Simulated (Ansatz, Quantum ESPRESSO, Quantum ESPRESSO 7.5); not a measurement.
## Band edges of 1T-NiSTe, 1 layer under strain

How do the band edges of 1T-NiSTe, 1 layer move against the vacuum when the sheet is stretched?

Calculated with Quantum ESPRESSO 7.5; plane-wave DFT, PBE, GBRV ultrasoft pseudopotentials (geometry by Ansatz 0.2.0 with PAW datasets; geometry under PBE).

## (1) The structure

The cell holds 3 atoms: 1 Te, 1 Ni and 1 S. Its edges and angles: a = 3.565 Å, b = 3.565 Å, c = 17.341 Å, α = 90.0°, β = 90.0°, γ = 120.0°. It derives from NiSTe. Vacuum lies along c.

This sheet is a model structure: its symmetry is held, and its stability is not tested here.

## (2) Relaxation with Ansatz

The geometry comes first, from a plane-wave PAW code, so that the later runs on this slab share one structure.

Contents of input.yaml:

```yaml
crystal:
  lattice:
    - [3.565, 0.0, 0.0]
    - [-1.7825, 3.0873805645, 0.0]
    - [0.0, 0.0, 17.3414405519]
  atoms:
    - { symbol: Te, position: [0.6666666667, 0.3333333333, 0.4324900217] }
    - { symbol: Ni, position: [0.0, 0.0, 0.5159325336] }
    - { symbol: S, position: [0.3333333333, 0.6666666667, 0.5675099783] }
kpoints:
  mp_grid: { grid: [12, 12, 1] }
hamiltonian:
  xc: pbe
scf:
  occupations: { method: fermi_dirac, width: 0.05 }
  convergence: { dr2_threshold: 1.0e-08 }
efield:
  axis: 3
  dipole_correction: true
  ramp_position: 0.97
  ramp_width: 0.04
relax:
  f_tol: 0.01
  cell: { fix: [c, alpha, beta] }
output:
  write_potential: true
  write_density: true
  volumetric_format: npy
```

The run is started by

```
$ ansatz run input.yaml --threads 2 --pin off --max-ram 4096MiB --backend cpu --events-out ev --progress --plain --runs-dir out
```

Planned after this: running the series; the script: PBE, SSSP efficiency; worked from the printed numbers. Settings of the main run: cutoff 40 Ry, smearing, fd smearing, smearing width 0.002 Ry, SCF threshold 1.00e-9, maxstep 100, strains (-0.03, -0.015, 0, 0.015, 0.03), filled 15, k 12, k2 12, gbrv-pbe-1.5 potentials, 12×12×1 k-mesh, assume isolated esm, esm bc bc1.

**Question.** What will these runs give for the C11 + C12, heights clamped, PBE, GBRV ultrasoft; and C11 + C12, heights clamped, PBE, SSSP efficiency?

The sheet's biaxial stiffness comes to 118 N/m (PBE, GBRV ultrasoft). The bands overlap at every strain: the sheet is a metal, and edges by band count are no gaps. Heights are clamped under strain, which makes a sheet with several atomic planes too stiff.

* C11 + C12, heights clamped, PBE, GBRV ultrasoft: 118 N/m
* C11 + C12, heights clamped, PBE, SSSP efficiency: 118 N/m

Semilocal gaps are too small. The sheet carries a dipole, so the two faces have unlike vacuum levels and the zero lies between them. Spin-orbit coupling is left out; depending on the atoms that carry the levels of interest, it can split and shift them by tens to hundreds of meV.

[Logs are printed without paths, hosts, clocks, repeated set-up lines and the standing remarks that a program may print on its own settings, such as how far it seeks lower states.]

[Hosts, paths, dates, database ids (printed as entryN), source tags and the programs' standing remarks are cut or masked in the printed files.]

[Maps of the electrostatic potential energy from Ansatz leave out the sawtooth potential of an applied field or a dipole correction, so their vacuum need not be flat; planar profiles and work functions include it.]
